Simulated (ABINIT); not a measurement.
# Al3Os (Pm-3m): zone-centre phonons

Which modes does Al3Os (Pm-3m) have at the zone centre?

Program: ABINIT 10.8.3. Level of theory: DFT PBEsol, scalar-relativistic, plane waves, PseudoDojo stringent norm-conserving pseudopotentials. Results are calculated unless marked as measured.

The structure was built from a prototype and need not be the compound's stable phase.

## 1. Set-up

Symmetry: Pm-3m, No. 221, cubic system. Conventional cell: a = 3.938 Å, b = 3.938 Å, c = 3.938 Å, α = 90.00°, β = 90.00°, γ = 90.00°. Nearest to Os lie 12 Al at 2.78 Å. Al has 4 Os at 2.78 Å and 8 Al at 2.78 Å nearest. Farther neighbours are not listed.

## 2. A first look

A first run with smearing and empty bands tells whether the crystal has a gap, which decides between fixed occupations and smearing later on.

Input file probe.abi:

```
# ground state
tolvrs 1.0d-08
prtden 1
prtwf 1

# basis, mesh and filling
ecut 33.0
ngkpt 4 4 4
nshiftk 1
shiftk 0.0 0.0 0.0
istwfk *1
occopt 7
tsmear 0.005
nband 20
nstep 100
diemac 9.0
prtebands 0
prtgsr 0
useylm 1

# cell and atoms
acell 3*1.0 Angstrom
rprim 
    3.93770143 0.0 0.0
    0.0 3.93770143 0.0
    0.0 0.0 3.93770143
ntypat 2
znucl 76 13
natom 4
typat 1 2 2 2
xred 
    0.0 0.0 0.0
    0.0 0.5 0.5
    0.5 0.0 0.5
    0.5 0.5 0.0
pp_dirpath "./pseudo"
pseudos "Os.upf, Al.upf"
```

Command:

```sh
> OMP_NUM_THREADS=1 mpirun -n 4 abinit probe.abi > probe.log
```

Numbers of over 12 decimals in the logs are rounded to 6 here.

probe.abo, the main output file:

```text
[banners, grids, parts of the stress and lines that vanish by symmetry left out]
- input  file    -> probe.abi
- output file    -> probe.abo
- root for input  files -> probei
[...]
Symmetries : space group Pm -3 m (#221); Bravais cP (primitive cubic)
[...]
mpw =        3771          nfft =       64000          nkpt =          10
[...]
== DATASET  1 ==================================================================
[...]
cutoff_energies: {ecut:  33.0, pawecutdg:  -1.0, }
[...]
ETOT  1  -108.05823234508    -1.081E+02 1.036E-01 1.992E+02
 ETOT  2  -108.02061338672     3.762E-02 9.952E-03 5.913E+02
 ETOT  3  -108.14464955167    -1.240E-01 1.248E-02 1.571E+01
 ETOT  4  -108.14793570142    -3.286E-03 1.003E-03 1.396E-02
 ETOT  5  -108.14793890084    -3.199E-06 1.859E-04 1.686E-04
 ETOT  6  -108.14793892499    -2.415E-08 9.813E-05 1.352E-05
 ETOT  7  -108.14793892696    -1.977E-09 1.156E-04 4.426E-09
 At SCF step    7       vres2   =  4.43E-09 < tolvrs=  1.00E-08 =>converged.
[...]
sigma(1 1)=  3.74830239E-04  sigma(3 2)=  0.00000000E+00
  sigma(2 2)=  3.74830239E-04  sigma(3 1)=  0.00000000E+00
  sigma(3 3)=  3.74830239E-04  sigma(2 1)=  0.00000000E+00
[...]
convergence: {deltae: -1.977E-09, res2:  4.426E-09, residm:  1.156E-04, diffor: null, }
etotal    :  -1.08147939E+02
[...]
sigma(1 1)=  3.74830239E-04  sigma(3 2)=  0.00000000E+00
  sigma(2 2)=  3.74830239E-04  sigma(3 1)=  0.00000000E+00
  sigma(3 3)=  3.74830239E-04  sigma(2 1)=  0.00000000E+00
[...]
- sigma(1 1)=  1.10278864E+01  sigma(3 2)=  0.00000000E+00
- sigma(2 2)=  1.10278864E+01  sigma(3 1)=  0.00000000E+00
- sigma(3 3)=  1.10278864E+01  sigma(2 1)=  0.00000000E+00
[...]
fcart     -0.0000000000E+00 -0.0000000000E+00 -0.0000000000E+00
           strten      3.7483023896E-04  3.7483023896E-04  3.7483023896E-04
================================================================================

[key lines of the parts left out:]
pressure_GPa:  -1.1028E+01
```

The job ended after 6.9 s (4 MPI ranks of Arm Neoverse V2, shared host; 27 s of CPU time).

This step gave:

```
volume per atom   : 15.26 Å³
pressure          : -11.03 GPa
gap on the k-mesh : 0 eV
```

No gap opens on this mesh, so smearing is kept; the printed pressure holds the stress of the finite basis too.

## 3. Rough relaxation

The typed start is rough, so a first relaxation with smearing and loose thresholds takes it towards rest cheaply.

Input file prerelax.abi:

```
# relaxation
ionmov 2
optcell 2
dilatmx 1.15
chkdilatmx 0
ntime 40
tolmxf 3.0d-04
tolvrs 1.0d-10
prtwf 0
prtden 0
chksymtnons 0

# basis, mesh and filling
ecut 33.0
ecutsm 3.0
ngkpt 4 4 4
nshiftk 1
shiftk 0.0 0.0 0.0
istwfk *1
occopt 7
tsmear 0.005
nband 20
nstep 100
diemac 1000000.0
prtebands 0
prtgsr 0
useylm 1

# cell and atoms
acell 3*1.0 Angstrom
rprim 
    3.93770143 0.0 0.0
    0.0 3.93770143 0.0
    0.0 0.0 3.93770143
ntypat 2
znucl 76 13
natom 4
typat 1 2 2 2
xred 
    0.0 0.0 0.0
    0.0 0.5 0.5
    0.5 0.0 0.5
    0.5 0.5 0.0
pp_dirpath "./pseudo"
pseudos "Os.upf, Al.upf"
```

Command:

```sh
> OMP_NUM_THREADS=1 mpirun -n 4 abinit prerelax.abi > prerelax.log
```

prerelax.abo, the main output file:

```text
[banners, grids, parts of the stress and lines that vanish by symmetry left out]
- input  file    -> prerelax.abi
- output file    -> prerelax.abo
- root for input  files -> prerelaxi
[...]
Symmetries : space group Pm -3 m (#221); Bravais cP (primitive cubic)
[...]
mpw =        5702          nfft =      110592          nkpt =          10
[...]
== DATASET  1 ==================================================================
[...]
cutoff_energies: {ecut:  33.0, pawecutdg:  -1.0, }
[...]
ETOT  1  -108.06401111959    -1.081E+02 5.398E-02 2.882E+02
 ETOT  2  -108.08967543849    -2.566E-02 3.846E-03 4.474E+02
 ETOT  3  -108.14413093326    -5.446E-02 7.965E-03 3.108E+01
 ETOT  4  -108.14769590032    -3.565E-03 3.621E-03 2.213E-02
 ETOT  5  -108.14770029253    -4.392E-06 1.303E-03 3.061E-03
[...]
At SCF step    9       vres2   =  2.69E-11 < tolvrs=  1.00E-10 =>converged.
[...]
ETOT  7  -108.15359481799    -3.837E-12 1.484E-05 1.437E-11
 At SCF step    7       vres2   =  1.44E-11 < tolvrs=  1.00E-10 =>converged.
[...]
sigma(1 1)=  1.43282046E-06  sigma(3 2)=  0.00000000E+00
  sigma(2 2)=  1.43282046E-06  sigma(3 1)=  0.00000000E+00
  sigma(3 3)=  1.43282046E-06  sigma(2 1)=  0.00000000E+00
[...]
convergence: {deltae: -3.837E-12, res2:  1.437E-11, residm:  1.484E-05, diffor: null, }
etotal    :  -1.08153595E+02
[...]
At Broyd/MD step   4, gradients are converged :
[...]
sigma(1 1)=  1.43282046E-06  sigma(3 2)=  0.00000000E+00
  sigma(2 2)=  1.43282046E-06  sigma(3 1)=  0.00000000E+00
  sigma(3 3)=  1.43282046E-06  sigma(2 1)=  0.00000000E+00
[...]
- sigma(1 1)=  4.21550334E-02  sigma(3 2)=  0.00000000E+00
- sigma(2 2)=  4.21550334E-02  sigma(3 1)=  0.00000000E+00
- sigma(3 3)=  4.21550334E-02  sigma(2 1)=  0.00000000E+00
[...]
fcart     -0.0000000000E+00 -0.0000000000E+00 -0.0000000000E+00
           strten      1.4328204616E-06  1.4328204616E-06  1.4328204616E-06
================================================================================

[key lines of the parts left out:]
pressure_GPa:  -4.2155E-02
Total energy (etotal) [Ha]= -1.08153594817994E+02
```

It took 38 s on 4 MPI ranks; 2.6 min of CPU time.

Relaxation path:

```csv
step,energy less that of the first step (eV),largest force (eV/Å),volume (Å³)
1,0.0000,0.0000,61.06
2,-0.1096,0.0000,59.05
3,-0.1598,0.0000,56.38
4,-0.1604,0.0000,56.64
```

```csv
"conventional cell, symmetrised",before,after,change
a (Å),3.938,3.840,-2.5 %
b (Å),3.938,3.840,-2.5 %
c (Å),3.938,3.840,-2.5 %
volume (Å³/atom),15.26,14.16,-7.2 %
```

The relaxed structure:

```xyz
4
Lattice="3.8405 0.0000 0.0000 0.0000 3.8405 0.0000 0.0000 0.0000 3.8405" Properties=species:S:1:pos:R:3 pbc="T T T"
Os    0.0000    0.0000    0.0000
Al    0.0000    1.9202    1.9202
Al    1.9202    0.0000    1.9202
Al    1.9202    1.9202    0.0000
```

Numbers from this step:

| Property | Result |
| --- | --- |
| volume per atom | 14.16 Å³ |
| pressure | -0.04216 GPa |

The volume changes by -7.2 % in this run and stands -7.2 % from the first cell.

## 4. Relaxing the cell and atoms

The harmonic expansion needs vanishing forces, and a free crystal bears no stress, so cell and atoms are brought to rest. Stress is more sensitive to the basis than forces are: the last 3 Ha under the cutoff are smoothed with ecutsm, and the cutoff is raised above that of the later runs.

Input file relax.abi:

```
# relaxation
ionmov 2
optcell 2
dilatmx 1.08
ntime 40
tolmxf 1.0d-05
tolvrs 1.0d-14
prtwf 0
prtden 0
chksymtnons 0

# basis, mesh and filling
ecut 41.0
ecutsm 3.0
ngkpt 8 8 8
nshiftk 1
shiftk 0.0 0.0 0.0
istwfk *1
occopt 3
tsmear 0.01
nband 20
nstep 100
diemac 1000000.0
prtebands 0
prtgsr 0
useylm 1

# cell and atoms
acell 3*1.0 Angstrom
rprim 
    3.840486276 0.0 0.0
    0.0 3.840486276 0.0
    0.0 0.0 3.840486276
ntypat 2
znucl 76 13
natom 4
typat 1 2 2 2
xred 
    0.0 0.0 0.0
    0.0 0.5 0.5
    0.5 0.0 0.5
    0.5 0.5 0.0
pp_dirpath "./pseudo"
pseudos "Os.upf, Al.upf"
```

Command:

```sh
> OMP_NUM_THREADS=1 mpirun -n 4 abinit relax.abi > relax.log
```

relax.abo, the main output file:

```text
[banners, grids, parts of the stress and lines that vanish by symmetry left out]
- input  file    -> relax.abi
- output file    -> relax.abo
- root for input  files -> relaxi
[...]
Symmetries : space group Pm -3 m (#221); Bravais cP (primitive cubic)
[...]
mpw =        6088          nfft =      110592          nkpt =          35
[...]
== DATASET  1 ==================================================================
[...]
cutoff_energies: {ecut:  41.0, pawecutdg:  -1.0, }
[...]
ETOT  1  -108.07914391772    -1.081E+02 8.390E-02 2.574E+02
 ETOT  2  -108.10690771517    -2.776E-02 1.716E-02 4.390E+02
 ETOT  3  -108.15682711591    -4.992E-02 6.598E-03 3.365E+01
 ETOT  4  -108.16064233848    -3.815E-03 2.168E-03 9.729E-03
 ETOT  5  -108.16064381195    -1.473E-06 1.611E-03 1.801E-03
[...]
At SCF step   10       vres2   =  2.51E-16 < tolvrs=  1.00E-14 =>converged.
[...]
sigma(1 1)= -3.30843832E-05  sigma(3 2)=  0.00000000E+00
  sigma(2 2)= -3.30843832E-05  sigma(3 1)=  0.00000000E+00
  sigma(3 3)= -3.30843832E-05  sigma(2 1)=  0.00000000E+00
[...]
convergence: {deltae:  9.663E-13, res2:  2.507E-16, residm:  1.403E-03, diffor: null, }
etotal    :  -1.08160644E+02
[...]
ETOT  1  -108.15779720857    -1.082E+02 1.398E-03 2.569E+01
[...]
At SCF step   10       vres2   =  1.53E-16 < tolvrs=  1.00E-14 =>converged.
[...]
sigma(1 1)= -1.60408279E-05  sigma(3 2)=  0.00000000E+00
  sigma(2 2)= -1.60408279E-05  sigma(3 1)=  0.00000000E+00
  sigma(3 3)= -1.60408279E-05  sigma(2 1)=  0.00000000E+00
[...]
convergence: {deltae: -1.663E-12, res2:  1.533E-16, residm:  1.802E-05, diffor: null, }
etotal    :  -1.08160672E+02
[...]
ETOT  1  -108.15809372581    -1.082E+02 1.546E-05 2.308E+01
[...]
At SCF step   10       vres2   =  1.13E-16 < tolvrs=  1.00E-14 =>converged.
[...]
sigma(1 1)= -1.19161327E-07  sigma(3 2)=  0.00000000E+00
  sigma(2 2)= -1.19161327E-07  sigma(3 1)=  0.00000000E+00
  sigma(3 3)= -1.19161327E-07  sigma(2 1)=  0.00000000E+00
[...]
convergence: {deltae: -9.578E-12, res2:  1.128E-16, residm:  7.958E-06, diffor: null, }
etotal    :  -1.08160681E+02
[...]
ETOT  1  -108.16068052488    -1.082E+02 6.874E-06 1.277E-03
[...]
ETOT  5  -108.16068066790    -6.040E-12 2.731E-06 3.210E-12
 ETOT  6  -108.16068066791    -4.846E-12 4.183E-06 9.976E-15
 At SCF step    6       vres2   =  9.98E-15 < tolvrs=  1.00E-14 =>converged.
[...]
sigma(1 1)= -4.35865558E-10  sigma(3 2)=  0.00000000E+00
  sigma(2 2)= -4.35865555E-10  sigma(3 1)=  0.00000000E+00
  sigma(3 3)= -4.35865555E-10  sigma(2 1)=  0.00000000E+00
[...]
convergence: {deltae: -4.846E-12, res2:  9.976E-15, residm:  4.183E-06, diffor: null, }
etotal    :  -1.08160681E+02
[...]
At Broyd/MD step   4, gradients are converged :
[...]
sigma(1 1)= -4.35865558E-10  sigma(3 2)=  0.00000000E+00
  sigma(2 2)= -4.35865555E-10  sigma(3 1)=  0.00000000E+00
  sigma(3 3)= -4.35865555E-10  sigma(2 1)=  0.00000000E+00
[...]
- sigma(1 1)= -1.28236075E-05  sigma(3 2)=  0.00000000E+00
- sigma(2 2)= -1.28236074E-05  sigma(3 1)=  0.00000000E+00
- sigma(3 3)= -1.28236074E-05  sigma(2 1)=  0.00000000E+00
[...]
fcart     -0.0000000000E+00 -0.0000000000E+00 -0.0000000000E+00
           strten     -4.3586555806E-10 -4.3586555545E-10 -4.3586555545E-10
================================================================================

[key lines of the parts left out:]
pressure_GPa:   1.2824E-05
Total energy (etotal) [Ha]= -1.08160680667910E+02
```

Wall time 1.8 min (4 MPI ranks); 7.2 min of CPU time.

Relaxation path:

```csv
step,energy less that of the first step (eV),largest force (eV/Å),volume (Å³)
1,0.0000,0.0000,56.64
2,-0.0008,0.0000,56.81
3,-0.0010,0.0000,56.97
4,-0.0010,0.0000,56.97
```

```csv
"conventional cell, symmetrised",before,after,change
a (Å),3.840,3.848,+0.2 %
b (Å),3.840,3.848,+0.2 %
c (Å),3.840,3.848,+0.2 %
volume (Å³/atom),14.16,14.24,+0.6 %
```

This step gave:

```yaml
volume_per_atom: 14.24 Å³
pressure: 1.28e-5 GPa
```

The volume changes by +0.6 % in this run and stands -6.7 % from the first cell.

## 5. Self-consistent run for the response

The response is built on these wavefunctions, so the potential is converged far more tightly than an energy would need. Smearing stays on, as the first look found no gap above 0.3 eV.

Input file gs.abi:

```
# ground state
tolvrs 1.0d-16
prtden 1
prtwf 1

# basis, mesh and filling
ecut 33.0
ngkpt 8 8 8
nshiftk 1
shiftk 0.0 0.0 0.0
istwfk *1
occopt 3
tsmear 0.01
nband 20
nstep 100
diemac 1000000.0
prtebands 0
prtgsr 0
useylm 1

# cell and atoms
acell 3*1.0 Angstrom
rprim 
    3.847933523 0.0 0.0
    0.0 3.847933523 0.0
    0.0 0.0 3.847933523
ntypat 2
znucl 76 13
natom 4
typat 1 2 2 2
xred 
    0.0 0.0 0.0
    0.0 0.5 0.5
    0.5 0.0 0.5
    0.5 0.5 0.0
pp_dirpath "./pseudo"
pseudos "Os.upf, Al.upf"
```

Command:

```sh
> OMP_NUM_THREADS=1 mpirun -n 4 abinit gs.abi > gs.log
```

gs.abo, the main output file:

```text
[banners, grids, parts of the stress and lines that vanish by symmetry left out]
- input  file    -> gs.abi
- output file    -> gs.abo
- root for input  files -> gsi
[...]
Symmetries : space group Pm -3 m (#221); Bravais cP (primitive cubic)
[...]
mpw =        3514          nfft =       64000          nkpt =          35
[...]
== DATASET  1 ==================================================================
[...]
cutoff_energies: {ecut:  33.0, pawecutdg:  -1.0, }
[...]
ETOT  1  -108.07892239548    -1.081E+02 9.371E-02 1.529E+02
 ETOT  2  -108.10317799061    -2.426E-02 2.323E-02 2.702E+02
 ETOT  3  -108.15671035085    -5.353E-02 1.014E-02 1.942E+01
 ETOT  4  -108.16052270447    -3.812E-03 2.433E-03 5.120E-03
 ETOT  5  -108.16052397849    -1.274E-06 1.208E-03 1.141E-03
[...]
ETOT 10  -108.16052417637    -5.869E-12 5.215E-05 7.106E-16
 ETOT 11  -108.16052417636     5.272E-12 3.895E-05 9.939E-18
 At SCF step   11       vres2   =  9.94E-18 < tolvrs=  1.00E-16 =>converged.
[...]
sigma(1 1)=  5.58486113E-06  sigma(3 2)=  0.00000000E+00
  sigma(2 2)=  5.58486113E-06  sigma(3 1)=  0.00000000E+00
  sigma(3 3)=  5.58486113E-06  sigma(2 1)=  0.00000000E+00
[...]
convergence: {deltae:  5.272E-12, res2:  9.939E-18, residm:  3.895E-05, diffor: null, }
etotal    :  -1.08160524E+02
[...]
sigma(1 1)=  5.58486113E-06  sigma(3 2)=  0.00000000E+00
  sigma(2 2)=  5.58486113E-06  sigma(3 1)=  0.00000000E+00
  sigma(3 3)=  5.58486113E-06  sigma(2 1)=  0.00000000E+00
[...]
- sigma(1 1)=  1.64312287E-01  sigma(3 2)=  0.00000000E+00
- sigma(2 2)=  1.64312287E-01  sigma(3 1)=  0.00000000E+00
- sigma(3 3)=  1.64312287E-01  sigma(2 1)=  0.00000000E+00
[...]
fcart     -0.0000000000E+00 -0.0000000000E+00 -0.0000000000E+00
           strten      5.5848611273E-06  5.5848611273E-06  5.5848611273E-06
================================================================================

[key lines of the parts left out:]
pressure_GPa:  -1.6431E-01
```

It took 22 s on 4 MPI ranks.

This step gave:

| Item | Value |
| --- | --- |
| pressure | -0.1643 GPa |

The cell stands at -0.16 GPa: the relaxation ran with a smoothed and higher cutoff, and the difference is a stress of the finite basis.

(Part 1 of 3 ends here.)

[Host names and launcher messages were left out of these logs when they were recorded.]

[Logs are printed without paths, hosts, clocks, repeated set-up lines and the standing remarks that a program may print on its own settings, such as how far it seeks lower states.]

[Hosts, paths, dates, database ids (printed as entryN), source tags and the programs' standing remarks are cut or masked in the printed files.]
